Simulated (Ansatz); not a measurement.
## Ta2N(OH)2 MXene monolayer in a perpendicular field

What dipole does a perpendicular field induce in the Ta2N(OH)2 MXene monolayer? A positive field points along +c.

Calculated with Ansatz 0.2.0; plane-wave DFT, PBE-D3(BJ), Ansatz PAW (set soft_1); PAW set soft_1, in the first sound run; inputs show where later runs differ.

This is a report of a sequence of runs, with the program logs left out and the cost of each run kept.

## 1. Set-up

The cell holds 7 atoms: 2 H, 2 O, 2 Ta and 1 N. Its edges and angles: a = 3.155 Å, b = 3.155 Å, c = 44.782 Å, α = 90.0°, β = 90.0°, γ = 120.0°. Vacuum lies along c.

## 2. Relaxation

The starting cell is a guess, so the in-plane lattice and the atoms are relaxed first, with the slab cut off from its images along the normal.

input.yaml

```yaml
crystal:
  lattice:
    - [3.15458, 0.0, 0.0]
    - [-1.57729, 2.7319464183, 0.0]
    - [0.0, 0.0, 44.781688773]
  atoms:
    - { symbol: H, position: [0.3333333333, 0.6666666667, 0.4231640324] }
    - { symbol: O, position: [0.3333333333, 0.6666666667, 0.4450479771] }
    - { symbol: Ta, position: [0.6666666667, 0.3333333333, 0.4722048619] }
    - { symbol: "N", position: [0.0, 0.0, 0.5] }
    - { symbol: Ta, position: [0.3333333333, 0.6666666667, 0.5277951381] }
    - { symbol: O, position: [0.6666666667, 0.3333333333, 0.5549520229] }
    - { symbol: H, position: [0.6666666667, 0.3333333333, 0.5768359676] }
  periodic: [true, true, false]
kpoints:
  mp_grid: { grid: [12, 12, 1] }
hamiltonian:
  xc: pbe
  dispersion: d3bj
  pseudopotentials: { kind: paw, azcp: { folder: soft_1 } }
scf:
  occupations: { method: fermi_dirac, width: 0.05 }
  convergence: { dr2_threshold: 1.0e-09 }
relax:
  f_tol: 0.004
  max_steps: 90
  cell: {}
output:
  write_potential: true
  write_density: true
  volumetric_format: npy
```

Run with:

```
> ansatz run input.yaml --threads 4 --pin off --max-ram 6144MiB --backend cpu --events-out ev --progress --plain --runs-dir out
```

Wall time 57 s (4 threads of Arm Neoverse V1, shared host); peak memory 0.85 GiB.

Step by step:

| step | energy less that of the first step (eV) | largest force component (eV/Å) | volume (Å³) |
| --- | --- | --- | --- |
| 1 | 0.0000 | 2.9580 | 385.93 |
| 2 | -0.4515 | 0.6799 | 372.12 |
| 3 | -0.4172 | 3.1664 | 391.96 |
| 4 | -0.5928 | 0.3473 | 385.71 |
| 5 | -0.6893 | 0.3542 | 401.51 |
| 6 | -0.6973 | 0.1805 | 406.59 |
| 7 | -0.6988 | 0.0939 | 406.63 |
| 8 | -0.6989 | 0.0039 | 406.68 |
| 9* | -0.7114 | 0.0017 | 406.68 |
| 10 | -0.7113 | 0.0026 | 407.50 |
| 11 | -0.7112 | 0.0170 | 407.73 |
| 12 | -0.7112 | 0.0003 | 407.73 |
| 13* | -0.7116 | 0.0003 | 407.73 |

Relaxation steps marked * repeat the geometry before them on a plane-wave basis chosen anew for their cell, so energy and pressure can jump there. Relaxation step 3 was tried and not accepted.

The run keeps the 12 symmetry operations that the program found, so distortions that break them were not tested.

| cell as run | before | after | change |
| --- | --- | --- | --- |
| a (Å) | 3.155 | 3.242 | +2.8 % |
| b (Å) | 3.155 | 3.242 | +2.8 % |

The atoms that moved most (Å, along periodic axes as changes of fractional coordinates times the final cell, across vacuum about the mean position):

| atom | dx | dy | dz | length |
| --- | --- | --- | --- | --- |
| Ta3 | 0.000 | 0.000 | 0.202 | 0.202 |
| Ta5 | 0.000 | 0.000 | -0.202 | 0.202 |
| O2 | 0.000 | 0.000 | 0.126 | 0.126 |
| O6 | 0.000 | 0.000 | -0.126 | 0.126 |
| H1 | 0.000 | 0.000 | 0.122 | 0.122 |
| H7 | 0.000 | 0.000 | -0.122 | 0.122 |

The relaxed structure:

```cif
data_structure
_symmetry_space_group_name_H-M 'P 1'
_symmetry_Int_Tables_number 1
_cell_length_a 3.2424
_cell_length_b 3.2424
_cell_length_c 44.7817
_cell_angle_alpha 90.000
_cell_angle_beta 90.000
_cell_angle_gamma 120.000
_cell_volume 407.73
loop_
_atom_site_label
_atom_site_type_symbol
_atom_site_fract_x
_atom_site_fract_y
_atom_site_fract_z
_atom_site_occupancy
H1 H 0.33333 0.66667 0.42590 1
O2 O 0.33333 0.66667 0.44785 1
Ta3 Ta 0.66667 0.33333 0.47672 1
N4 N 0.00000 0.00000 0.50000 1
Ta5 Ta 0.33333 0.66667 0.52328 1
O6 O 0.66667 0.33333 0.55215 1
H7 H 0.66667 0.33333 0.57410 1
```

This step gave:

```
energy at zero smearing : -21420.2235 eV
```

The lattice constant a goes from 3.155 to 3.242 Å.

## 3. Single point, field 0

A sawtooth potential applies the field, turning back in the middle of the vacuum. With the dipole correction the typed value is the field outside the slab. The induced dipole is small, so the SCF threshold is tight.

The cell differs from the one that the last finished run ended in (c 44.782 → 24.637 Å).

input.yaml

```yaml
crystal:
  lattice:
    - [3.2424174675, 0.0, 0.0]
    - [-1.6212087338, 2.8080158965, 0.0]
    - [0.0, 0.0, 24.6369789533]
  atoms:
    - { symbol: H, position: [0.3333333333, 0.6666666667, 0.3653045293] }
    - { symbol: O, position: [0.3333333333, 0.6666666667, 0.405210983] }
    - { symbol: Ta, position: [0.6666666667, 0.3333333333, 0.4576889833] }
    - { symbol: "N", position: [0.0, 0.0, 0.5] }
    - { symbol: Ta, position: [0.3333333333, 0.6666666667, 0.5423110167] }
    - { symbol: O, position: [0.6666666667, 0.3333333333, 0.594789017] }
    - { symbol: H, position: [0.6666666667, 0.3333333333, 0.6346954707] }
kpoints:
  mp_grid: { grid: [18, 18, 1] }
  band_path:
    path: [[0, 0, 0], [0.5, 0, 0], [0.33333333, 0.33333333, 0], [0, 0, 0]]
    npoints: 16
hamiltonian:
  xc: pbe
  dispersion: d3bj
  pseudopotentials: { kind: paw, azcp: { folder: soft_1 } }
scf:
  occupations: { method: fermi_dirac, width: 0.02585 }
  convergence: { dr2_threshold: 1.0e-10 }
efield:
  axis: 3
  dipole_correction: true
  ramp_position: 0.97
  ramp_width: 0.06
  amplitude: 0
output:
  dos: { projected: true, e_range: [-6, 5] }
  bader: true
  write_potential: true
  write_density: true
  volumetric_format: npy
  elf: true
```

Elapsed: 46 s, on 4 threads; peak memory 0.66 GiB.

Numbers from this step:

* energy at zero smearing: -21420.2177 eV
* work function, upper face: 2.784 eV
* dipole along the normal: -1.36e-7 e·Å

Running mean over a fixed 2.6 Å (it still follows the layers) of the planar mean; the ramp of the sawtooth is left out. Electron's electrostatic potential energy less the Fermi level against z:

| z (Å) | electron's electrostatic potential energy less the Fermi level (eV) |
| --- | --- |
| 3.5 | 2.78 |
| 4.0 | 2.78 |
| 4.5 | 2.77 |
| 5.0 | 2.76 |
| 5.5 | 2.73 |
| 6.0 | 2.68 |
| 6.5 | 2.56 |
| 7.0 | 2.34 |
| 7.5 | 1.87 |
| 8.0 | 1.11 |
| 8.5 | 0.0122 |
| 9.0 | -1.80 |
| 9.5 | -4.04 |
| 10.0 | -7.28 |
| 10.5 | -10.2 |
| 11.0 | -12.2 |
| 11.5 | -13.5 |
| 12.0 | -14.8 |
| 12.5 | -15.1 |
| 13.0 | -13.8 |
| 13.5 | -12.6 |
| 14.0 | -10.8 |
| 14.5 | -8.17 |
| 15.0 | -4.85 |
| 15.5 | -2.34 |
| 16.0 | -0.442 |
| 16.5 | 0.893 |
| 17.0 | 1.66 |
| 17.5 | 2.24 |
| 18.0 | 2.51 |
| 18.5 | 2.65 |
| 19.0 | 2.72 |
| 19.5 | 2.76 |
| 20.0 | 2.77 |
| 20.5 | 2.78 |
| 21.0 | 2.78 |
| 21.5 | 2.78 |

The density of states has structure finer than the step of the table below, so its rows give means over 0.2 eV. Peaks (eV: height): -3.02: 2.20, -1.89: 2.52, -1.81: 2.51, -1.62: 2.54, -0.27: 4.05, 0.59: 5.01, 1.47: 8.40.

Table of density of states by energy, zero at the Fermi level; means over each step:

| energy (eV) | density of states (states/eV a cell) |
| --- | --- |
| -5.8 | 0.810 |
| -5.6 | 0.605 |
| -5.4 | 0.0517 |
| -5.2 | 0 |
| -5.0 | 0 |
| -4.8 | 0 |
| -4.6 | 0 |
| -4.4 | 0 |
| -4.2 | 0.450 |
| -4.0 | 0.811 |
| -3.8 | 0.898 |
| -3.6 | 0.963 |
| -3.4 | 1.07 |
| -3.2 | 1.26 |
| -3.0 | 1.68 |
| -2.8 | 1.14 |
| -2.6 | 0.773 |
| -2.4 | 0.545 |
| -2.2 | 0.452 |
| -2.0 | 0.614 |
| -1.8 | 1.65 |
| -1.6 | 1.40 |
| -1.4 | 1.27 |
| -1.2 | 0.932 |
| -1.0 | 0.819 |
| -0.8 | 1.04 |
| -0.6 | 1.86 |
| -0.4 | 1.73 |
| -0.2 | 2.62 |
| 0.0 | 2.40 |
| 0.2 | 2.61 |
| 0.4 | 2.79 |
| 0.6 | 3.68 |
| 0.8 | 2.09 |
| 1.0 | 1.61 |
| 1.2 | 1.93 |
| 1.4 | 4.33 |

Projected DOS per atom over height of the atomic layer and energy from the Fermi level. Layers: H O Ta N Ta O H from below.

Ten even steps from '_' (0.00 states/eV) to '@' (1.12 states/eV), each cell a mean:
```
....%%..%%....
..__--__--__..
....@@::@@....
....##..##....
....**__**....
____**__**____
____==__==____
____--__--____
____==__==____
____++__++____
____::__::____
____::__::____
____==__==____
____++__++____
____--__--____
____--__--____
____::__::____
______________
______________
______________
__..______..__
__::__..__::__
```
Columns: height of the atomic layer (Å) from 9 to 15.6 (not evenly spaced); rows upwards: energy from the Fermi level (eV) from -5.96 to 1.42.

The electronic bands at the labelled points (eV, zero at the Fermi level):

| point | band 20 | band 21 | band 22 | band 23 | band 24 | band 25 | band 26 | band 27 |
| --- | --- | --- | --- | --- | --- | --- | --- | --- |
| Γ | -5.47 | -2.27 | -2.27 | -0.87 | -0.39 | -0.27 | 0.10 | 1.74 |
| halfway | -5.99 | -3.41 | -0.98 | -0.57 | 0.38 | 0.79 | 1.41 | 1.56 |
| M | -6.00 | -4.25 | 0.61 | 0.66 | 1.43 | 1.63 | 2.43 | 2.69 |
| halfway | -6.35 | -3.30 | -0.24 | -0.19 | 1.68 | 2.17 | 2.23 | 2.93 |
| K | -6.59 | -1.59 | -1.59 | -1.04 | 1.90 | 1.90 | 2.50 | 3.55 |
| halfway | -6.28 | -2.95 | -1.90 | 0.42 | 0.83 | 0.84 | 1.49 | 1.58 |
| Γ | -5.47 | -2.27 | -2.27 | -0.87 | -0.39 | -0.27 | 0.10 | 1.74 |

Valence density in the ca plane at fractional y = 0.333, with atoms of Ta and O and H within 0.2 Å of it. It is the smooth field of the valence electrons, not physical close to the nuclei.

Ten steps, logarithmic in the rise over the least value, from '0' (0.0 e/Å³) to '9' (7.5 e/Å³), each cell a mean:
```
00000000000000000011234666433333455321000000
00000000000000000001237888643234788652100000
00000000000000000001247888743235899763100000
00000000000000000001236888643234787642100000
00000000000000000011234665443333454321000000
00000000000000000112333333444443322100000000
00000000000000000123333233444554211000000000
00000000000000000012333334444443322100000000
```
Columns run along c (16.0 Å, from fractional 0.11 to 0.76 of the cell), rows up along a (3.2 Å). Atoms in or near the plane, at fractional coordinates: Ta at (0.46, 0.67), O at (0.59, 0.67), H at (0.63, 0.67).

Electrostatic potential energy in the ca plane at fractional y = 0.333, with atoms of Ta and O and H within 0.2 Å of it. With pseudopotentials it is smooth inside the atoms' cores, unlike the true potential.

Ten even steps from '0' (-42 eV) to '9' (5 eV), each cell a mean:
```
99999999975325788888878999999999999999999999
99999999861000588887213568999999999999999999
99999999850000489995000127999999999999999999
99999999862001588887324668999999999999999999
99999999986335788778888999999999999999999999
99999999998778887667899999999999999999999999
99999999999888876557899999999999999999999999
99999999988778887667899999999999999999999999
```
Columns run along c (16.0 Å, from fractional 0.29 to 0.94 of the cell; values clipped at the 3rd and 97th percentile), rows up along a (3.2 Å). Atoms in or near the plane, at fractional coordinates: Ta at (0.46, 0.67), O at (0.59, 0.67), H at (0.63, 0.67).

ELF in the ca plane at fractional y = 0.333, with atoms of Ta and O and H within 0.2 Å of it. It is the smooth field of the valence electrons, not physical close to the nuclei.

Ten even steps from '0' (0.00) to '9' (0.97), each cell a mean:
```
00000000112332100001112554233112676542101233
00000000112332100000126656423214877887311233
00000000112333100000137426633215746999511233
00000000112332100000126766423214877787311233
00000000112332100001212453232111576432101233
00000000122332100123541112442221122100002233
00000000112332100124652123542232100000012333
00000000122332100113441112442221122100002233
```
Columns run along c (16.0 Å, from fractional 0.11 to 0.76 of the cell), rows up along a (3.2 Å). Atoms in or near the plane, at fractional coordinates: Ta at (0.46, 0.67), O at (0.59, 0.67), H at (0.63, 0.67).

The work function of the upper face is 2.78 eV.

## 4. Atoms held, field 0.05 V/Å

Changes to input.yaml since step 3:

```diff
@@ -30,6 +30,4 @@
   ramp_width: 0.06
-  amplitude: 0
+  amplitude: 0.05
 output:
-  dos: { projected: true, e_range: [-6, 5] }
-  bader: true
   write_potential: true
@@ -37,2 +35 @@
   volumetric_format: npy
-  elf: true
```

The job ended after 17 s (4 threads; peak memory 0.62 GiB).

The dipole is 0.0289 e·Å.

## 5. Single point, field -0.05 V/Å

Changes to input.yaml since step 4:

```diff
@@ -30,3 +30,3 @@
   ramp_width: 0.06
-  amplitude: 0.05
+  amplitude: -0.05
 output:
```

It took 17 s on 4 threads; peak memory 0.62 GiB; 66 s of CPU time.

The dipole is -0.0290 e·Å.

## 6. Single point, field 0.1 V/Å

Changes to input.yaml since step 5:

```diff
@@ -28,5 +28,5 @@
   dipole_correction: true
-  ramp_position: 0.97
-  ramp_width: 0.06
-  amplitude: -0.05
+  ramp_position: 0.9192
+  ramp_width: 0.1615
+  amplitude: 0.1
 output:
```

Elapsed: 17 s, on 4 threads; peak memory 0.62 GiB.

The dipole is 0.0579 e·Å.

## 7. Single point, field 0.2 V/Å

Changes to input.yaml since step 6:

```diff
@@ -30,3 +30,3 @@
   ramp_width: 0.1615
-  amplitude: 0.1
+  amplitude: 0.2
 output:
```

Run time: 17 s. Hardware: 4 threads; peak memory 0.62 GiB; 66 s of CPU time.

The dipole is 0.116 e·Å.

## 8. Atoms held, field 0.3 V/Å

Changes to input.yaml since step 7:

```diff
@@ -28,6 +28,8 @@
   dipole_correction: true
-  ramp_position: 0.9192
-  ramp_width: 0.1615
-  amplitude: 0.2
+  ramp_position: 0.9163
+  ramp_width: 0.1674
+  amplitude: 0.3
 output:
+  dos: { projected: true, e_range: [-6, 5] }
+  bader: true
   write_potential: true
@@ -35 +37,2 @@
   volumetric_format: npy
+  elf: true
```

The job ended after 47 s (4 threads; peak memory 0.63 GiB).

The dipole is 0.174 e·Å.

## 9. Response, atoms held

This step: plane-wave DFT, PBE-D3(BJ), Ansatz PAW (set soft_1); response to a field along the normal, atoms held; PAW set soft_1 (Ansatz 0.2.0).

The dipoles give the slope, and the difference of two potentials shows where the field is screened.

This step gave:

| Quantity | Value |
| --- | --- |
| equivalent conductor thickness p/(ε₀AE) | 11.51 Å |
| distance between the outer atoms | 6.637 Å |

Table of dipole of the cell by applied field:

| applied field (V/Å) | dipole of the cell (e·Å) |
| --- | --- |
| -0.050 | -0.0290 |
| 0.000 | 0 |
| 0.050 | 0.0289 |
| 0.100 | 0.0579 |
| 0.200 | 0.116 |
| 0.300 | 0.174 |

Local field over the applied field, running mean. From the potentials at -0.05 and 0.05 V/Å; running mean over 2.5 Å. Table of local field over applied field by z:

z (Å), local field over applied field and a bar from the least value:
```
      4.5      0.961 ##############################
      5.0      0.928 #############################
      5.5      0.872 ###########################
      6.0      0.785 #########################
      6.5      0.657 #####################
      7.0      0.493 #################
      7.5      0.306 ############
      8.0      0.131 #######
      8.5     -0.002 ###
      9.0     -0.084 #
      9.5     -0.111 
     10.0     -0.101 
     10.5     -0.072 #
     11.0     -0.045 ##
     11.5     -0.026 ##
     12.0     -0.016 ###
     12.5     -0.015 ###
     13.0     -0.023 ##
     13.5     -0.039 ##
     14.0     -0.064 #
     14.5     -0.094 
     15.0     -0.112 
     15.5     -0.096 
     16.0     -0.030 ##
     16.5      0.090 ######
     17.0      0.255 ##########
     17.5      0.443 ###############
     18.0      0.616 ####################
     18.5      0.754 ########################
     19.0      0.852 ###########################
     19.5      0.915 ############################
     20.0      0.953 #############################
     20.5      0.975 ##############################
```

(Continued in part 2 of 2.)

[Long decimals in the printed logs are rounded to 6 places.]

[Logs are printed without paths, hosts, clocks, repeated set-up lines and the standing remarks that a program may print on its own settings, such as how far it seeks lower states.]

[Hosts, paths, dates, database ids (printed as entryN), source tags and the programs' standing remarks are cut or masked in the printed files.]

[Maps of the electrostatic potential energy from Ansatz leave out the sawtooth potential of an applied field or a dipole correction, so their vacuum need not be flat; planar profiles and work functions include it.]

[The density of states shown here was stored with 400 of the rows of the run's finer table, so its peaks can read low, often by over a quarter, or be missed, and its means over a window can be off by a tenth or more.]
